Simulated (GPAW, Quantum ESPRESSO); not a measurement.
**O K-edge XANES of La2O3 (P-3m1)**

Aim: the near-edge shape at the O K edge of La2O3 (P-3m1), and what the core hole does to it.

Calculated with GPAW 26.7.0; X-ray absorption from dipole matrix elements to empty bands, plane-wave PAW PBE, without spin-orbit coupling.

## 1. Set-up

Symmetry: P-3m1, No. 164, trigonal system. Conventional cell: a = 3.931 Å, b = 3.931 Å, c = 6.112 Å, α = 90.00°, β = 90.00°, γ = 120.00°. Nearest to La lie 7 O at 2.36 to 2.72 Å. Nearest to O lie 6 La at 2.72 Å. Nearest to O lie 4 La at 2.36 to 2.44 Å. Farther neighbours and most contacts between anions are not listed.

Coordinates:

```xyz
5
Lattice="3.9308 0.0000 0.0000 -1.9654 3.4042 0.0000 0.0000 0.0000 6.1120" Properties=species:S:1:pos:R:3 pbc="T T T"
La    0.0000    2.2694    1.5050
La    1.9654    1.1347    4.6070
O     0.0000    0.0000    0.0000
O     0.0000    2.2694    3.9477
O     1.9654    1.1347    2.1643
```

## 2. The field without a hole

The ground state comes first: it tells whether the system has a gap, which decides how the excited electron is treated.

File scf.py:

```python
import numpy as np
from ase import Atoms
from ase.parallel import parprint, paropen
from gpaw import GPAW, PW, FermiDirac, Mixer, MixerDif, setup_paths
from gpaw.test import gen
setup_paths.insert(0, '.')
gen('O', name='nch1s', xcname='PBE', corehole=(1, 0, 0), write_xml=True)
from gpaw.mpi import world
world.barrier()

atoms = Atoms('La2O3',
    cell=[[3.93077788, 0, 0],
     [-1.96538894, 3.4041535, 0],
     [0, 0, 6.11195352]],
    scaled_positions=[[0.33333333, 0.66666667, 0.24623568],
     [0.66666667, 0.33333333, 0.75376432],
     [0, 0, 0],
     [0.33333333, 0.66666667, 0.64589065],
     [0.66666667, 0.33333333, 0.35410935]],
    pbc=True)
atoms.calc = calc = GPAW(legacy_gpaw=True, mode=PW(500, force_complex_dtype=True), xc='PBE', setups={2: 'nch1s'},
    kpts={'size': (7, 7, 4), 'gamma': True}, occupations=FermiDirac(0.05),
    charge=0, mixer=Mixer(0.1, 5, 50), maxiter=150,
    convergence={'density': 0.0001, 'eigenstates': 1e-6}, txt='scf.txt')
energy = atoms.get_potential_energy() + calc.get_reference_energy()
ef = calc.get_fermi_level()
out = dict(energy=energy, fermi=ef, forces=atoms.get_forces().tolist())
parprint(f'all-electron energy {energy:.4f} eV, Fermi level {ef:.4f} eV')
ev = np.array([[calc.get_eigenvalues(k, s) for k in range(len(calc.get_ibz_k_points()))] for s in range(calc.get_number_of_spins())])
out['homo'], out['lumo'], out['counts'] = ev[ev < ef].max(), ev[ev > ef].min(), sorted(set((ev < ef).sum((0, 2)).tolist()))
out['filled'] = (ev[:, 0] < ef).sum(1).tolist()
import json
with paropen('out.json', 'w') as f:
    json.dump(out, f)
```

Command:

```sh
OMP_NUM_THREADS=1 mpirun -n 4 gpaw python scf.py
```

Numbers of over 12 decimals in the logs are rounded to 6 here.

What it wrote:

```text
Input parameters:
  convergence: {density: 0.0001,
                eigenstates: 1e-06}
  kpts: {gamma: True,
         size: (7, 7, 4)}
  maxiter: 150
  mixer: {backend: pulay,
          beta: 0.1,
          method: separate,
          nmaxold: 5,
          weight: 50}
  mode: {ecut: 500.0,
         force_complex_dtype: True,
         name: pw}
  occupations: {fixmagmom: False,
                name: fermi-dirac,
                width: 0.05}
  setups: {2: nch1s}
  xc: PBE

Initialize ...

[... PAW data sets ...]

Reference energy: -468348.802460  # eV

Spin-paired calculation

[... convergence settings ...]
Symmetries present (total): 12
  [... symmetry matrices ...]

196 k-points: 7 x 7 x 4 Monkhorst-Pack grid + [0.000000,0.000000,1/8]
28 k-points in the irreducible part of the Brillouin zone
       k-points in crystal coordinates                weights
   0:     0.00000000    0.00000000    0.00000000          1/196
   1:     0.00000000    0.00000000    0.25000000          2/196
   2:     0.00000000    0.00000000    0.50000000          1/196
   3:     0.14285714    0.00000000   -0.25000000          6/196
   4:     0.14285714    0.00000000    0.00000000          6/196
   5:     0.14285714    0.00000000    0.25000000          6/196
   6:     0.14285714    0.00000000    0.50000000          6/196
   7:     0.28571429   -0.14285714    0.00000000          6/196
   8:     0.28571429   -0.14285714    0.25000000         12/196
   9:     0.28571429   -0.14285714    0.50000000          6/196
          ...
  27:     0.42857143    0.42857143    0.50000000          6/196

Wave functions: Plane wave expansion
  Cutoff energy: 500.000 eV
  Number of coefficients (min, max): 2057, 2098
  Pulay-stress correction: 0.000000 eV/Ang^3 (de/decut=0.000000)
  Using FFTW library
  Wavefunction extrapolation:
    Improved wavefunction reuse through dual PAW basis

Occupation numbers: Fermi-Dirac:
  width: 0.0500  # eV

Eigensolver
   Davidson(niter=2)

Densities:
  Coarse grid: 21*21*32 grid
  Fine grid: 42*42*64 grid
  Total Charge: 0.000000

Density mixing:
  Method: separate
  Backend: pulay
  Linear mixing parameter: 0.1
  old densities: 5
  Width of damping distribution: 1.1
  Damping of long wavelength oscillations: 50

[... Hamiltonian set-up ...]
Number of atoms: 5
Number of atomic orbitals: 52
Number of bands in calculation: 28
Number of valence electrons: 40
Bands to converge: occupied

... initialized

Initializing position-dependent things.

Density initialized from atomic densities
Creating initial wave functions:
  28 bands from LCAO basis set

         O   La

         La  O

       O

Atomic positions and initial magnetic moments

Positions:
   0 La    -0.000000    2.269436    1.504981    ( 0.0000,  0.0000,  0.0000)
   1 La     1.965389    1.134718    4.606972    ( 0.0000,  0.0000,  0.0000)
   2 O      0.000000    0.000000    0.000000    ( 0.0000,  0.0000,  0.0000)
   3 O     -0.000000    2.269436    3.947654    ( 0.0000,  0.0000,  0.0000)
   4 O      1.965389    1.134718    2.164300    ( 0.0000,  0.0000,  0.0000)

Unit cell:
           periodic     x           y           z      points  spacing
  1. axis:    yes    3.930778    0.000000    0.000000    21     0.1621
  2. axis:    yes   -1.965389    3.404154    0.000000    21     0.1621
  3. axis:    yes    0.000000    0.000000    6.111954    32     0.1910

  Lengths:   3.930778   3.930778   6.111954
  Angles:   90.000000  90.000000 120.000000

Effective grid spacing dv^(1/3) = 0.1796

iter:   1   -44.940780
iter:   2   -42.388989   -0.04  -0.88
iter:   3   -40.305876   +0.71  -0.98
iter:   4   -40.648962   +0.01  -1.36
iter:   5   -41.658537   +0.12  -1.43
iter:   6   -40.808322   +0.11  -1.37
iter:   7   -40.965993   -0.28  -1.91
iter:   8   -41.351713   -0.23  -1.74
[...]
iter:  16   -40.755279   -0.70  -2.31
iter:  17   -40.774103   -1.12  -2.46
iter:  18   -40.777264   -1.57  -2.55
iter:  19   -40.786777c  -1.54  -2.64
iter:  20   -40.781441c  -2.47  -2.36
iter:  21   -40.778891c  -2.66  -2.44
iter:  22   -40.779019c  -2.99  -2.57
iter:  23   -40.778585c  -2.18  -2.62
iter:  24   -40.779371c  -2.45  -2.92
iter:  25   -40.778651c  -3.15  -2.91
[...]
iter:  36   -40.778499c  -4.79  -3.59
iter:  37   -40.778513c  -5.32  -3.87
iter:  38   -40.778496c  -4.73  -3.73
iter:  39   -40.778498c  -5.14  -4.12c
iter:  40   -40.778502c  -4.78  -4.27c
iter:  41   -40.778499c  -5.62  -4.09c
iter:  42   -40.778499c  -5.30  -4.28c
iter:  43   -40.778499c  -5.86  -4.39c
iter:  44   -40.778499c  -6.65c -4.70c

Converged after 44 iterations.

Dipole moment: (-0.000000, 0.000000, -0.000000) |e|*Ang

Energy contributions relative to reference atoms: (reference = -468348.802460)

Kinetic:        +52.360071
Potential:      -48.899147
External:        +0.000000
XC:             -43.220137
Entropy (-ST):   +0.000000
Local:           -1.019286
SIC:             +0.000000
--------------------------
Free energy:    -40.778499
Extrapolated:   -40.778499

Showing only first 2 kpts
 Kpt  Band  Eigenvalues  Occupancy
  0    18      7.69942    2.00000
  0    19      7.95271    2.00000
  0    20     12.38975    0.00000
  0    21     12.67001    0.00000

  1    18      7.73980    2.00000
  1    19      7.74049    2.00000
  1    20     12.53647    0.00000
  1    21     12.74067    0.00000

Fermi level: 10.05982

Gap: 3.918 eV
Transition (v -> c):
  (s=0, k=21, n=19, [0.43, 0.00, 0.50]) -> (s=0, k=19, n=20, [0.43, 0.00, 0.00])
Direct/indirect transitions are different
Direct gap: 4.106 eV
Transition at: (s=0, k=22, n=19, [0.43, 0.29, 0.00])

Forces in eV/Ang:
  0 La   -0.00000    0.00000   -0.02844
  1 La    0.00000    0.00000    0.02844
  2 O     0.00000   -0.00000    0.00000
  3 O     0.00000    0.00000    0.04765
  4 O     0.00000    0.00000   -0.04765
Scalar-relativistic atomic PBE calculation for O (Oxygen, Z=8)
Core hole in 1s state (1s occupation: 2.0)
300 radial gridpoints.
|------------------------------------------------|
|------------------------------------------------|
[... the atom generator's iteration count ...]

Energy contributions:
-------------------------
Kinetic:      +74.889487
XC:            -8.275248
Potential:   -141.614183
-------------------------
Total:        -74.999944

state      eigenvalue         ekin         rmax
-----------------------------------------------
1s^2.0 :   -18.913699    29.145489        0.129
2s^2.0 :    -0.880545     3.220963        0.871
2p^4.0 :    -0.331818     2.539146        0.819
-----------------------------------------------
(units: Bohr and Hartree)

Generating PAW setup
Kinetic energy of the core from tauc = 58.337696
Cutoffs:
rc(s)=1.300
rc(p)=1.130
rc(d)=1.170
rc(vbar)=1.300
rc(comp)=1.260
rc(nct)=1.300

Kinetic energy of the core states: 58.290978
Charge: 0.0
Core electrons: 2.0
Valence electrons: 6.0
Pseudo-core charge: 0.000736
Shape function alpha=6.299
Pseudo-electron charge 5.680117
state    eigenvalue         norm
--------------------------------
2s(2) :    -0.880545     1.081993
*s    :     0.119455
2p(4) :    -0.331818     0.878848
*p    :     0.668182
*d    :     0.000000
--------------------------------

Diagonalizing with gridspacing h=0.050

state   all-electron     PAW
-------------------------------
2s:      -0.880545    -0.881653
2p:      -0.331818    -0.335594
*d:                    0.049820
*f:                    0.077145
-------------------------------
all-electron energy -468389.5810 eV, Fermi level 10.0598 eV
```

Run time: 35 s. Hardware: 4 MPI ranks of Arm Neoverse V1, shared host; peak memory 0.22 GiB.

The mesh shows a gap of 3.92 eV, so the hole is first treated in a charged cell, without the excited electron.

## 3. Spectrum without a core hole, O atom 3

Without a hole the spectrum is the empty density of states of the right symmetry on the absorber, weighted by matrix elements. It needs only the small cell and serves as the baseline. The data set with a hole of occupation 0 only carries the core orbital.

The absorber has 6 La at 2.72 Å (octahedral, site symmetry -3m).

File xas.py:

```python
import numpy as np
from ase import Atoms
from ase.parallel import parprint, paropen
from gpaw import GPAW, PW, FermiDirac, Mixer, MixerDif, setup_paths
from gpaw.test import gen
setup_paths.insert(0, '.')
gen('O', name='nch1s', xcname='PBE', corehole=(1, 0, 0), write_xml=True)
from gpaw.mpi import world
world.barrier()

atoms = Atoms('La2O3',
    cell=[[3.93077788, 0, 0],
     [-1.96538894, 3.4041535, 0],
     [0, 0, 6.11195352]],
    scaled_positions=[[0.33333333, 0.66666667, 0.24623568],
     [0.66666667, 0.33333333, 0.75376432],
     [0, 0, 0],
     [0.33333333, 0.66666667, 0.64589065],
     [0.66666667, 0.33333333, 0.35410935]],
    pbc=True)
atoms.calc = calc = GPAW(legacy_gpaw=True, mode=PW(500, force_complex_dtype=True), xc='PBE', setups={2: 'nch1s'},
    kpts={'size': (7, 7, 4), 'gamma': True}, occupations=FermiDirac(0.02),
    charge=0, mixer=Mixer(0.1, 5, 50), maxiter=150,
    convergence={'density': 0.0001, 'eigenstates': 1e-6}, txt='scf.txt')
energy = atoms.get_potential_energy() + calc.get_reference_energy()
ef = calc.get_fermi_level()
out = dict(energy=energy, fermi=ef, forces=atoms.get_forces().tolist())
parprint(f'all-electron energy {energy:.4f} eV, Fermi level {ef:.4f} eV')
ev = np.array([[calc.get_eigenvalues(k, s) for k in range(len(calc.get_ibz_k_points()))] for s in range(calc.get_number_of_spins())])
out['homo'], out['lumo'], out['counts'] = ev[ev < ef].max(), ev[ev > ef].min(), sorted(set((ev < ef).sum((0, 2)).tolist()))
out['filled'] = (ev[:, 0] < ef).sum(1).tolist()

from ase.units import Ha
from gpaw.xas import dipole_matrix_elements
nb = int(calc.get_number_of_electrons() / 2) + 62
top, nb = nb, nb + 8 + nb // 12
nscf = calc.fixed_density(kpts={'size': (5, 5, 3), 'gamma': True}, nbands=nb,
    convergence={'bands': top, 'eigenstates': 1e-5}, maxiter=60, txt='nscf.txt')
cell = atoms.cell.array
ops = [cell.T @ U.T @ np.linalg.inv(cell.T) for U in nscf.wfs.kd.symmetry.op_scc]
filled = [20]  # bands filled in the ground state, by spin
E = np.arange(-25, 34, 0.1)
fwhm = np.interp(E, [4, 25], [0.9, 3.5])
Y, X, zero, highest = 0, 0, 1e9, 1e9
for spin in range(nscf.get_number_of_spins()):
    wfs = nscf.wfs
    A = dipole_matrix_elements(wfs.setups[2])
    eps = np.zeros((wfs.kd.nibzkpts, nb))
    d = np.zeros((3, A.shape[1], wfs.kd.nibzkpts, nb), complex)
    for kpt in wfs.kpt_u:
        if kpt.s == spin and 2 in kpt.P_ani:
            eps[kpt.k] = kpt.eps_n * Ha
            d[:, :, kpt.k] = (kpt.weight * wfs.nspins / 2) ** 0.5 * np.inner(A, kpt.P_ani[2])
    world.sum(eps)
    world.sum(d)
    T = np.einsum('amkn,bmkn->abkn', d, d.conj()).real
    T = sum(np.einsum('ai,ijkn,bj->abkn', R, T, R) for R in ops) / len(ops)
    empty = np.ones_like(eps, bool) & (np.arange(nb) >= filled[spin])
    zero, highest = min(zero, eps[empty].min()), min(highest, eps[:, top - 1].min())
    lines = [(eps, T, empty)] if spin == 0 else lines + [(eps, T, empty)]
for eps, T, empty in lines:
    f = np.einsum('aakn->akn', T).reshape(3, -1)
    x = eps.ravel() - zero
    w = np.interp(x, E, fwhm) / 2.35482
    g = np.exp(-0.5 * ((E[:, None] - x) / w) ** 2) / (w * (2 * np.pi) ** 0.5)
    Y = Y + (f * empty.ravel()) @ g.T
    X = X + (f * ~empty.ravel()) @ g.T
out.update(E=E.round(2).tolist(), xas=Y.tolist(), xes=X.tolist(), zero=zero, valid=highest - zero, nk=len(eps), nb=nb)
for i in range(0, len(E), 10):
    parprint(f'{E[i]:7.2f}', *(f'{v:10.3e}' for v in Y[:, i]))
import json
with paropen('out.json', 'w') as f:
    json.dump(out, f)
```

Command:

```sh
OMP_NUM_THREADS=1 mpirun -n 4 gpaw python xas.py
```

What it wrote:

```text
Input parameters:
  convergence: {density: 0.0001,
                eigenstates: 1e-06}
  kpts: {gamma: True,
         size: (7, 7, 4)}
  maxiter: 150
  mixer: {backend: pulay,
          beta: 0.1,
          method: separate,
          nmaxold: 5,
          weight: 50}
  mode: {ecut: 500.0,
         force_complex_dtype: True,
         name: pw}
  occupations: {fixmagmom: False,
                name: fermi-dirac,
[...]
*p    :     0.668182
*d    :     0.000000
--------------------------------

Diagonalizing with gridspacing h=0.050

state   all-electron     PAW
-------------------------------
2s:      -0.880545    -0.881653
2p:      -0.331818    -0.335594
*d:                    0.049820
*f:                    0.077145
-------------------------------
all-electron energy -468389.5810 eV, Fermi level 9.4098 eV
[...]
32.00  4.967e-05  4.967e-05  7.097e-05
  33.00  5.166e-05  5.166e-05  7.478e-05
[key lines of the parts left out:]
Converged after 44 iterations.
Dipole moment: (-0.000000, 0.000000, -0.000000) |e|*Ang
Free energy:    -40.778499
Fermi level: 9.40979
```

The job ended after 48 s (4 MPI ranks; peak memory 0.28 GiB).

The O K spectrum, O atom 3, no core hole (energy from the lowest empty level; intensity scaled to a mean of 1 over the first 20 eV; polarised curves are means over the symmetry-equivalent atoms):

| E (eV) | isotropic | ε ⊥ c | ε ∥ c |
| --- | --- | --- | --- |
| -2.0 | 0.00 | 0.00 | 0.00 |
| -1.4 | 0.00 | 0.00 | 0.00 |
| -0.8 | 0.00 | 0.00 | 0.00 |
| -0.2 | 0.06 | 0.05 | 0.06 |
| 0.4 | 0.31 | 0.36 | 0.22 |
| 1.0 | 0.97 | 1.13 | 0.66 |
| 1.6 | 2.24 | 2.21 | 2.31 |
| 2.2 | 2.62 | 2.88 | 2.10 |
| 2.8 | 2.06 | 2.64 | 0.90 |
| 3.4 | 1.37 | 1.30 | 1.51 |
| 4.0 | 0.92 | 0.54 | 1.67 |
| 4.6 | 1.29 | 0.70 | 2.46 |
| 5.2 | 1.65 | 0.84 | 3.25 |
| 5.8 | 1.89 | 1.60 | 2.48 |
| 6.4 | 2.08 | 2.70 | 0.84 |
| 7.0 | 1.52 | 2.16 | 0.26 |
| 7.6 | 0.83 | 1.17 | 0.15 |
| 8.2 | 0.71 | 0.94 | 0.23 |
| 8.8 | 0.74 | 0.87 | 0.47 |
| 9.4 | 0.81 | 0.83 | 0.77 |
| 10.0 | 0.80 | 0.73 | 0.95 |
| 10.6 | 0.67 | 0.58 | 0.85 |
| 11.2 | 0.54 | 0.46 | 0.69 |
| 11.8 | 0.49 | 0.41 | 0.63 |
| 12.4 | 0.49 | 0.41 | 0.65 |
| 13.0 | 0.53 | 0.43 | 0.74 |
| 13.6 | 0.61 | 0.46 | 0.91 |
| 14.2 | 0.69 | 0.52 | 1.03 |
| 14.8 | 0.75 | 0.60 | 1.04 |
| 15.4 | 0.76 | 0.67 | 0.93 |
| 16.0 | 0.72 | 0.68 | 0.78 |
| 16.6 | 0.65 | 0.66 | 0.64 |
| 17.2 | 0.61 | 0.65 | 0.53 |
| 17.8 | 0.63 | 0.71 | 0.46 |
| 18.4 | 0.68 | 0.80 | 0.44 |
| 19.0 | 0.74 | 0.88 | 0.45 |
| 19.6 | 0.76 | 0.90 | 0.49 |
| 20.2 | 0.76 | 0.87 | 0.55 |
| 20.8 | 0.76 | 0.83 | 0.63 |
| 21.4 | 0.78 | 0.82 | 0.71 |
| 22.0 | 0.82 | 0.84 | 0.79 |
| 22.6 | 0.87 | 0.88 | 0.86 |
| 23.2 | 0.92 | 0.91 | 0.94 |
| 23.8 | 0.95 | 0.92 | 0.99 |
| 24.4 | 0.95 | 0.92 | 1.02 |
| 25.0 | 0.94 | 0.91 | 1.00 |
| 25.6 | 0.92 | 0.91 | 0.94 |
| 26.2 | 0.90 | 0.91 | 0.88 |
| 26.8 | 0.88 | 0.90 | 0.82 |
| 27.4 | 0.84 | 0.87 | 0.78 |
| 28.0 | 0.80 | 0.81 | 0.76 |
| 28.6 | 0.74 | 0.74 | 0.74 |
| 29.2 | 0.69 | 0.67 | 0.74 |

Main maxima below 24 eV (height): 2.1 eV (2.64), 6.4 eV (2.08), 9.7 eV (0.82) and 15.2 eV (0.76). A K edge sees empty p states on the absorber.

The same matrix elements for filled bands give the O K emission of O atom 3 (ground-state approximation; energy from the lowest empty level, largest value 1):

| E (eV) | emission |
| --- | --- |
| -24.00 | 0.00 |
| -23.25 | 0.00 |
| -22.50 | 0.00 |
| -21.75 | 0.00 |
| -21.00 | 0.00 |
| -20.25 | 0.00 |
| -19.50 | 0.00 |
| -18.75 | 0.00 |
| -18.00 | 0.00 |
| -17.25 | 0.00 |
| -16.50 | 0.00 |
| -15.75 | 0.00 |
| -15.00 | 0.00 |
| -14.25 | 0.00 |
| -13.50 | 0.00 |
| -12.75 | 0.00 |
| -12.00 | 0.00 |
| -11.25 | 0.00 |
| -10.50 | 0.00 |
| -9.75 | 0.00 |
| -9.00 | 0.00 |
| -8.25 | 0.00 |
| -7.50 | 0.00 |
| -6.75 | 0.07 |
| -6.00 | 0.20 |
| -5.25 | 0.35 |
| -4.50 | 0.95 |
| -3.75 | 0.41 |
| -3.00 | 0.01 |
| -2.25 | 0.00 |
| -1.50 | 0.00 |
| -0.75 | 0.00 |
| 0.00 | 0.00 |
| 0.75 | 0.00 |
| 1.50 | 0.00 |
| 2.25 | 0.00 |
| 3.00 | 0.00 |

Emission maxima: -4.4 eV (1.00).

## 4. Reference energy of the supercell

The photon energy needs a difference of total energies, so the cell and mesh of the coming hole run are first run without a hole.

Edit scf.py of step 2 so:

```diff
@@ -10,14 +10,24 @@
 
-atoms = Atoms('La2O3',
-    cell=[[3.93077788, 0, 0],
-     [-1.96538894, 3.4041535, 0],
-     [0, 0, 6.11195352]],
-    scaled_positions=[[0.33333333, 0.66666667, 0.24623568],
-     [0.66666667, 0.33333333, 0.75376432],
+atoms = Atoms('La6O9',
+    cell=[[-5.89616682, 3.4041535, 0],
+     [-5.89616682, -3.4041535, 0],
+     [3.93077788, 0, 6.11195352]],
+    scaled_positions=[[0.41541189, 0.74874523, 0.24623568],
+     [0.74874523, 0.08207856, 0.24623568],
+     [0.08207856, 0.41541189, 0.24623568],
+     [0.25125477, 0.91792144, 0.75376432],
+     [0.58458811, 0.25125477, 0.75376432],
+     [0.91792144, 0.58458811, 0.75376432],
      [0, 0, 0],
-     [0.33333333, 0.66666667, 0.64589065],
-     [0.66666667, 0.33333333, 0.35410935]],
+     [0.33333333, 0.33333333, 0],
+     [0.66666667, 0.66666667, 0],
+     [0.54863022, 0.88196355, 0.64589065],
+     [0.88196355, 0.21529688, 0.64589065],
+     [0.21529688, 0.54863022, 0.64589065],
+     [0.11803645, 0.78470312, 0.35410935],
+     [0.45136978, 0.11803645, 0.35410935],
+     [0.78470312, 0.45136978, 0.35410935]],
     pbc=True)
-atoms.calc = calc = GPAW(legacy_gpaw=True, mode=PW(500, force_complex_dtype=True), xc='PBE', setups={2: 'nch1s'},
-    kpts={'size': (7, 7, 4), 'gamma': True}, occupations=FermiDirac(0.05),
+atoms.calc = calc = GPAW(legacy_gpaw=True, mode=PW(500, force_complex_dtype=True), xc='PBE', setups={6: 'nch1s'},
+    kpts={'size': (3, 3, 3), 'gamma': True}, occupations=FermiDirac(0.02),
     charge=0, mixer=Mixer(0.1, 5, 50), maxiter=150,
```

Command:

```sh
OMP_NUM_THREADS=1 mpirun -n 4 gpaw python scf.py
```

What it wrote:

```text
Input parameters:
  convergence: {density: 0.0001,
                eigenstates: 1e-06}
  kpts: {gamma: True,
         size: (3, 3, 3)}
  maxiter: 150
  mixer: {backend: pulay,
          beta: 0.1,
          method: separate,
          nmaxold: 5,
          weight: 50}
  mode: {ecut: 500.0,
         force_complex_dtype: True,
         name: pw}
  occupations: {fixmagmom: False,
                name: fermi-dirac,
[...]
2s(2) :    -0.880545     1.081993
*s    :     0.119455
2p(4) :    -0.331818     0.878848
*p    :     0.668182
*d    :     0.000000
--------------------------------

Diagonalizing with gridspacing h=0.050

state   all-electron     PAW
-------------------------------
2s:      -0.880545    -0.881653
2p:      -0.331818    -0.335594
*d:                    0.049820
*f:                    0.077145
-------------------------------
all-electron energy -1405168.7529 eV, Fermi level 9.2353 eV
[key lines of the parts left out:]
Converged after 35 iterations.
Dipole moment: (-0.000000, -0.000000, -0.000000) |e|*Ang
Free energy:   -122.345766
Fermi level: 9.23526
```

The job ended after 3 min (4 MPI ranks; peak memory 0.41 GiB; 12 min of CPU time).

Reference energy: -1405168.753 eV with the cores included.

[end of part 1 of 2]

[Banner, clock and machine lines of the logs are left out without a mark of their own.]

[Logs are printed without paths, hosts, clocks, repeated set-up lines and the standing remarks that a program may print on its own settings, such as how far it seeks lower states.]

[Hosts, paths, dates, database ids (printed as entryN), source tags and the programs' standing remarks are cut or masked in the printed files.]

[Lists of maxima count a maximum above −3 eV only where it reaches 4 % of the highest in the window and stands out from its surroundings by 2 % of it (1.5 % where it reaches 55 %); shoulders and weaker maxima are passed over, and of the rest the first, up to two pre-edge ones and the few strongest are named.]
